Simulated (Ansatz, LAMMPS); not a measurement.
# Relaxing glassy 84P2O5-16Fe2O3 (mol %) (127 atoms)

Aim: bring glassy 84P2O5-16Fe2O3 (mol %) (127 atoms) to a nearby minimum of the energy and see what moves.

Calculated with Ansatz 0.2.0; Kohn-Sham DFT, LDA, PAW (set soft_2), plane waves.

## (1) Starting point

The cell holds 127 atoms: 32 P, 6 Fe and 89 O. Its edges and angles: a = 11.729 Å, b = 11.729 Å, c = 11.729 Å, α = 90.0°, β = 90.0°, γ = 90.0°. 127 atoms (32 P, 6 Fe, 89 O) placed at random at 2.58 g/cm³, melted at 4000 K for 10 ps at fixed volume with the Morse and Coulomb pair potential with partial charges (Pedone, Malavasi, Menziani, Cormack and Segre, J. Phys. Chem. B 110, 11780 (2006)). Quenched from 4000 K to 300 K at 10 K/ps and fixed volume, held 10 ps at zero pressure, then minimised at fixed cell.

What the set-up can't give: The quench rate of 10 K/ps is orders of magnitude faster than experiment, which tends to freeze in extra defects. The starting topology of bonds comes from the classical model. Without a Hubbard term or exact exchange, open shells on Fe are likely too delocalised. The Brillouin zone is sampled at Γ only, in a cell whose shortest periodic width is 12 Å.

## (2) Single point at the start

The forces at the start show how far the geometry lies from a minimum of this functional.

input.yaml

```yaml
crystal:
  lattice:
    - [11.72899, 0.0, 0.0]
    - [0.0, 11.72899, 0.0]
    - [0.0, 0.0, 11.72899]
  atoms:
    - { symbol: P, position: [0.85458, 0.87163, 0.72219] }
    - { symbol: P, position: [0.21007, 0.98432, 0.80177] }
    - { symbol: P, position: [0.32195, 0.17207, 0.49392] }
    - { symbol: P, position: [0.05328, 0.18921, 0.75366] }
    [... 117 atom lines left out ...]
    - { symbol: O, position: [0.83964, 0.96561, 0.80762] }
    - { symbol: O, position: [0.09935, 0.01311, 0.14096] }
    - { symbol: O, position: [0.69776, 0.4076, 0.27956] }
    - { symbol: O, position: [0.56322, 0.96356, 0.00216] }
    - { symbol: O, position: [0.26068, 0.82963, 0.5025] }
    - { symbol: O, position: [0.89481, 0.91368, 0.60106] }
magnetization:
  spin_polarized: true
kpoints:
  mp_grid: { grid: [1, 1, 1] }
hamiltonian:
  xc: lda
scf:
  occupations: { method: gaussian, width: 0.05 }
  lower_state_search: "off"
output:
  forces: true
  stress: true
  populations: true
  dos:
    method: { smearing: { sigma: 0.15 } }
    de: 0.1
    projected: { site_lists: { Fe: [Fe], O: [O], P: [P] } }
  eigenvalues: true
```

The run is started by

```
$ ansatz run input.yaml --threads 8 --pin off --max-ram 15872MiB --backend cpu --events-out ev --progress --plain --runs-dir out
```

Wall time 88 s (8 threads of Arm Neoverse V1, shared host); peak memory 4.1 GiB.

Read from the output:

```yaml
free_energy: -99175.7900 eV
free_energy_per_atom: -780.9117 eV/atom
scf_cycles: 30
pressure: -5.326 GPa
r_m_s_force_component: 1.183 eV/Å
longest_force: 5.35 eV/Å
fermi_energy: 4.238 eV
spacing_of_highest_filled_and_lowest_empty_level: 0.1496 eV
total_moment: -20 μB
absolute_moment: 29.75 μB
spilling_of_the_projection: 0.01656
```

The r.m.s. force component of 1.2 eV/Å and the pressure of -5.3 GPa set the starting point.

Neighbours are counted within 2.11 Å (O-P), 2.48 Å (O-Fe).

Length of the force by element and coordination:

```tsv
element	coordination	atoms	mean length of the force (eV/Å)	spread	least	most
Fe	all	6	1.06	0.479	0.358	1.78
Fe	5	3	0.861	0.492	0.358	1.53
Fe	6	3	1.25	0.374	0.913	1.78
O	all	89	1.36	0.742	0.089	3.45
O	1	13	1.05	0.434	0.413	1.79
O	2	76	1.41	0.770	0.089	3.45
P	all	32	2.92	1.10	1.04	5.35
P	4	28	2.97	1.06	1.42	5.35
P	5	4	2.56	1.32	1.04	4.51
```

## (3) Relaxation

With the cell held, the atoms are moved downhill towards a nearby minimum.

input.yaml, the sections that differ from step 2:

```yaml
output:
  forces: true
relax:
  f_tol: 0.05
  max_steps: 111
# crystal, magnetization, kpoints, hamiltonian, scf: as in step 2
```

Elapsed: 11 min, on 8 threads; peak memory 4.1 GiB.

Step by step (22 of 24):

```tsv
step	energy less that of the first step (eV)	largest force component (eV/Å)
1	0.0000	5.3447
2	-3.0878	4.0730
3	-6.7344	0.8266
4	-7.9049	0.6497
5	-8.3431	0.6808
6	-8.7764	0.3809
8	-9.8202	0.7538
9	-10.1558	1.4350
10	-10.5177	0.5185
11	-10.7036	0.4071
12	-10.6020	0.8541
13	-10.8385	0.2663
14	-10.9287	0.2155
15	-10.9940	0.2732
16	-11.0404	0.2705
17	-11.0415	0.4353
19	-11.1174	0.0935
20	-11.0612	0.6064
21	-11.1340	0.1118
22	-11.1370	0.0833
23	-11.0866	0.3872
24	-11.1430	0.0484
```

Relaxation steps 12, 20, 23 were tried and not accepted.

The atoms that moved most (Å):

```tsv
atom	dx	dy	dz	length
O107	-0.160	-0.340	-0.924	0.998
O121	-0.178	-0.354	0.856	0.943
O124	-0.115	-0.271	-0.870	0.919
O115	0.693	-0.472	0.358	0.912
O114	-0.004	-0.376	0.813	0.896
O101	-0.866	0.173	-0.088	0.887
O82	0.318	-0.474	0.652	0.867
O66	0.124	-0.035	-0.844	0.854
```

The relaxation changed the energy by -87.7 meV/atom, and atoms moved by 0.48 Å r.m.s., 1.00 Å at most.

## (4) Local order after relaxation

Bonds before and after, by the cutoffs listed below:

```tsv
pair	bonds before	bonds after	mean before (Å)	mean after (Å)	spread before (Å)	spread after (Å)
O-P	132	129	1.550	1.550	0.063	0.067
O-Fe	33	32	2.048	1.956	0.104	0.078
```

Density 2.83 g/cm³, 12.71 Å³ an atom.

Pair distribution functions g(r), in bins of 0.2 Å:

```tsv
r (Å)	total	O-O	O-P	O-Fe	P-P	P-Fe	Fe-Fe
1.40	1.40	0.00	3.96	0.00	0.00	0.00	0.00
1.60	2.88	0.00	8.13	0.00	0.00	0.00	0.00
1.80	0.23	0.00	0.08	3.13	0.00	0.00	0.00
2.00	0.46	0.00	0.06	6.69	0.00	0.00	0.00
2.20	0.02	0.00	0.00	0.27	0.00	0.00	0.00
2.40	1.07	2.18	0.00	0.00	0.00	0.00	0.00
2.60	1.73	3.50	0.00	0.17	0.00	0.00	0.00
2.80	0.54	0.93	0.11	0.15	0.60	0.00	0.00
3.00	0.80	0.82	0.32	0.13	4.31	0.37	0.00
3.20	0.82	0.74	0.83	0.12	0.77	4.50	0.00
3.40	0.86	0.73	1.04	0.31	0.00	4.72	0.00
3.60	0.78	0.57	1.23	0.83	0.00	0.27	0.00
3.80	1.17	0.78	1.96	1.07	0.34	0.00	0.00
4.00	1.27	0.82	2.04	1.57	0.62	0.21	0.00
4.20	1.00	0.82	1.05	2.30	0.92	0.95	0.00
4.40	1.11	1.11	0.89	2.05	1.60	0.36	0.00
4.60	1.06	1.27	0.67	1.08	1.67	0.80	0.00
4.80	1.13	1.39	0.74	0.52	1.90	1.31	0.00
5.00	1.02	1.29	0.71	0.34	1.15	1.46	2.85
5.20	1.02	1.02	0.95	0.71	1.73	1.48	0.00
5.40	1.00	0.91	1.17	0.61	0.95	1.26	1.19
5.60	0.99	0.93	1.10	0.88	0.84	1.29	1.17
5.80	0.94	0.89	0.98	1.32	0.48	1.60	1.07
```

Bonds by pair of elements; cutoffs follow the first minimum of g(r), held within bounds set by covalent radii, and pairs that aren't listed don't count as bonded:

```tsv
pair A-B	cutoff (Å)	bonds	mean length (Å)	spread (Å)	shortest (Å)	B about A	A about B
O-P	1.93	129	1.55	0.067	1.45	1.45	4.03
O-Fe	2.43	32	1.96	0.078	1.82	0.36	5.33
```

How many atoms have how many bonded neighbours:

```tsv
element	mean	1	2	4	5	6
Fe	5.33	0	0	0	4	2
O	1.81	17	72	0	0	0
P	4.03	0	0	31	1	0
```

Bond angles, per cent of each kind in bins of 5°:

```tsv
angle (°)	O-P-O	O-Fe-O	P-O-P	Fe-O-P
75–80	0.0	2.9	0.0	0.0
80–85	0.0	14.3	0.0	0.0
85–90	2.0	18.6	0.0	0.0
90–95	2.5	20.0	0.0	0.0
95–100	5.6	2.9	0.0	0.0
100–105	21.9	14.3	0.0	0.0
105–110	28.1	2.9	0.0	0.0
110–115	17.9	0.0	0.0	0.0
115–120	14.8	0.0	0.0	0.0
120–125	5.1	4.3	5.0	0.0
125–130	1.5	0.0	7.5	9.4
130–135	0.0	1.4	12.5	6.2
135–140	0.0	0.0	12.5	18.8
140–145	0.0	0.0	20.0	9.4
145–150	0.0	1.4	15.0	15.6
150–155	0.0	1.4	7.5	9.4
155–160	0.0	2.9	10.0	3.1
160–165	0.0	7.1	7.5	15.6
165–170	0.0	4.3	0.0	9.4
170–175	0.5	1.4	2.5	3.1
```

Bond angles (no mean is given where the spread exceeds 20°):

```tsv
angle	count	mean (°)	spread (°)
O-P-O	196	109	8.8
O-Fe-O	70	-	-
P-O-P	40	144	11.6
Fe-O-P	32	148	13.2
```

Oxygen atoms by the number of network formers (Si, P, Ge, B, Al, As, Ga) bound to them:

```tsv
network formers bound to O	O atoms	per cent
0	0	0
1	49	55.1
2	40	44.9
```

Network units: each former by its oxygen neighbours and how many of them bridge to another former:

```tsv
former	O neighbours	bridging O	atoms
P	4	1	3
P	4	2	13
P	4	3	13
P	4	4	2
P	5	4	1
```

Bond length by coordination (bonds to H left out):

```tsv
element	coordination	atoms	mean bond length (Å)
Fe	5	4	1.93
Fe	6	2	2.00
O	1	17	1.46
O	2	72	1.65
P	4	31	1.55
P	5	1	1.64
```

Rings of the network by King's shortest-path rule, up to 12 atoms, one path for each pair of neighbours; H, halogens, alkali and alkaline-earth atoms are left out, and the last column divides by all other atoms, bonded or not:

```tsv
ring size (atoms)	rings	per network atom
6	3	0.024
8	3	0.024
10	10	0.079
12	20	0.157
```

First main peaks of g(r), for some of the pairs, lie near 2.5 Å (O-O), 1.5 Å (O-P), 1.9 Å (O-Fe), 3.0 Å (P-P) and 3.3 Å (P-Fe). Counting bonds as in the table, 67 % of Fe atoms have 5, 81 % of O atoms have 2 and 97 % of P atoms have 4 bonded neighbours. The O-P-O angle averages 109° with a spread of 9°. Counting bonds to P alone, not to Fe, 45 % of the oxygens join two of these atoms and 55 % one. Rings of 12 atoms are the most common (56 % of those counted); sizes run from 6 to 12, where the search stops.

## (5) Single point at the relaxed geometry

The electronic structure is read at the final geometry, in a run of its own.

input.yaml

```yaml
crystal:
  lattice:
    - [11.72899, 0.0, 0.0]
    - [0.0, 11.72899, 0.0]
    - [0.0, 0.0, 11.72899]
  atoms:
    - { symbol: P, position: [0.8529, 0.86939, 0.75626] }
    - { symbol: P, position: [0.21321, 0.97281, 0.82061] }
    - { symbol: P, position: [0.28823, 0.17998, 0.49574] }
    - { symbol: P, position: [0.06378, 0.16633, 0.8029] }
    [... 117 atom lines left out ...]
    - { symbol: O, position: [0.82295, 0.96458, 0.83597] }
    - { symbol: O, position: [0.09195, 0.03817, 0.11403] }
    - { symbol: O, position: [0.68794, 0.38447, 0.20538] }
    - { symbol: O, position: [0.53799, 0.94854, 0.00566] }
    - { symbol: O, position: [0.24865, 0.8534, 0.49015] }
    - { symbol: O, position: [0.9009, 0.92346, 0.64276] }
magnetization:
  spin_polarized: true
kpoints:
  mp_grid: { grid: [1, 1, 1] }
hamiltonian:
  xc: lda
scf:
  occupations: { method: gaussian, width: 0.05 }
  lower_state_search: "off"
output:
  forces: true
  stress: true
  populations: true
  dos:
    method: { smearing: { sigma: 0.15 } }
    de: 0.1
    projected: { site_lists: { Fe: [Fe], O: [O], P: [P] } }
  eigenvalues: true
  write_density: true
  write_potential: true
  volumetric_format: npy
  elf: true
```

Run time: 88 s. Hardware: 8 threads; peak memory 4.1 GiB; 11 min of CPU time.

Read from the output:

| Item | Value |
| --- | --- |
| free energy | -99186.9330 eV |
| free energy per atom | -780.9995 eV/atom |
| SCF cycles | 28 |
| pressure | -2.558 GPa |
| r.m.s. force component | 0.01281 eV/Å |
| longest force | 0.06316 eV/Å |
| Fermi energy | 4.221 eV |
| gap (highest filled to lowest empty level) | 0.5799 eV |
| total moment | -20 μB |
| absolute moment | 29.87 μB |
| spilling of the projection | 0.01663 |

Magnetic moments by element and coordination:

```tsv
element	coordination	atoms	mean moment (μB)	spread	least	most
Fe	all	6	-2.39	2.76	-3.66	3.77
Fe	5	4	-3.62	0.0361	-3.66	-3.58
Fe	6	2	0.0545	3.72	-3.66	3.77
O	all	89	-0.0278	0.0551	-0.186	0.110
O	1	17	-0.0125	0.0155	-0.0483	0.0144
O	2	72	-0.0314	0.0602	-0.186	0.110
P	all	32	-0.0026	0.0031	-0.0087	0.0037
P	4	31	-0.0025	0.0031	-0.0087	0.0037
P	5	1	-0.0051	0	-0.0051	-0.0051
```

Density of states as counts of states in windows of 1 eV (from the Fermi level), total and the larger projections:

```tsv
from (eV)	to (eV)	total up	total down	O p	P p	Fe d	O s
-10	-9	5.9	5.8	8.0	2.8	0.1	0.3
-9	-8	7.4	11.9	12.7	2.0	1.4	1.5
-8	-7	21.6	20.5	29.3	4.1	2.9	4.1
-7	-6	29.6	28.8	45.9	4.5	2.0	4.2
-6	-5	32.7	34.9	54.2	3.4	4.6	3.4
-5	-4	35.2	39.5	60.2	2.7	7.0	2.8
-4	-3	37.7	38.0	63.9	2.7	5.0	2.2
-3	-2	40.2	42.1	70.8	2.4	6.0	1.1
-2	-1	26.5	29.9	49.1	1.2	4.3	0.6
-1	0	2.2	7.4	6.6	0.1	2.3	0.3
0	1	14.4	3.0	2.7	0.2	14.0	0.2
1	2	6.4	1.9	1.4	0.1	6.1	0.4
2	3	4.2	0.2	0.8	0.1	2.9	0.4
3	4	1.9	1.8	0.5	0.5	0.1	0.8
4	5	5.9	6.2	1.9	2.6	0.1	2.2
```

Between -26 and -10 eV lie 244 more states.

The stored curve holds about 742 of the 790 electrons; the rest, give or take the few that broadening carries across the Fermi level, lie in deeper levels below its range.

The levels nearest the highest filled one (over half full), pooled over k-points and spins:

```tsv
level less the highest filled one (eV)	occupation
-0.546	1
-0.449	1
-0.374	1
-0.310	1
-0.260	1
0	1
0.580	0
0.670	0
0.708	0
0.723	0
0.742	0
0.767	0
```

The cell holds a total moment of -20 μB, from site moments of up to 3.8 μB that point both ways; no search proves this magnetic order the lowest. The largest share in the top eV of filled states is O p (77 % of the projected weight), and in the lowest eV of empty states Fe d (81 % of the projected weight).

## (6) Outcome

* energy change in the relaxation: -87.74 meV/atom
* r.m.s. displacement: 0.477 Å
* largest displacement: 0.998 Å
* free energy per atom: -780.9995 eV/atom
* pressure: -2.558 GPa
* r.m.s. force component: 0.01281 eV/Å
* gap (highest filled to lowest empty level): 0.5799 eV
* wall time of the 3 DFT runs: 14 min

What this shows: Relaxation lowers the energy by 87.7 meV/atom and moves atoms by 0.48 Å r.m.s.; the r.m.s. force component goes from 1.2 to 0.013 eV/Å, the pressure goes from -5.3 to -2.6 GPa. By the final cutoffs 5 of 165 bonded pairs parted and 1 joined. From the first step to the last the energy fell by 11.143 eV, and the largest move was 1.00 Å (O107). The O-Fe bonds change most in mean length: from 2.048 Å (spread 0.104) to 1.956 Å (spread 0.078), and their number from 33 to 32. Counting bonds as in the table, 67 % of Fe atoms have 5, 81 % of O atoms have 2 and 97 % of P atoms have 4 bonded neighbours. Counting bonds to P alone, not to Fe, 45 % of the oxygens join two of these atoms and 55 % one. The highest filled and lowest empty levels differ by 0.580 eV (at Γ alone); a local or semilocal functional tends to put such gaps too low. In a disordered cell it changes from sample to sample, and tail or defect levels can set it. The cell holds a total moment of -20 μB, from site moments of up to 3.8 μB that point both ways; no search proves this magnetic order the lowest.

Caveats: In the spin-polarised runs the search for a state of lower energy was switched off. The network of bonds at the start is that of the classical potential that made the cell; in DFT 5 of its 165 bonded pairs passed out of the cutoffs and 1 came within them. The run was spin polarised, started with 1 moments up and 5 down in a pattern of our own, ending at -20.0 μB in the cell; that starting order needn't be the real material's, and it bears on forces, charges and levels. With open d shells in the cell, the gap can be one between d levels of these ions, not the gap of the host. The pressure of -2.6 GPa shows the cell to be stretched for this functional.

[Logs are printed without paths, hosts, clocks, repeated set-up lines and the standing remarks that a program may print on its own settings, such as how far it seeks lower states.]

[Hosts, paths, dates, database ids (printed as entryN), source tags and the programs' standing remarks are cut or masked in the printed files.]
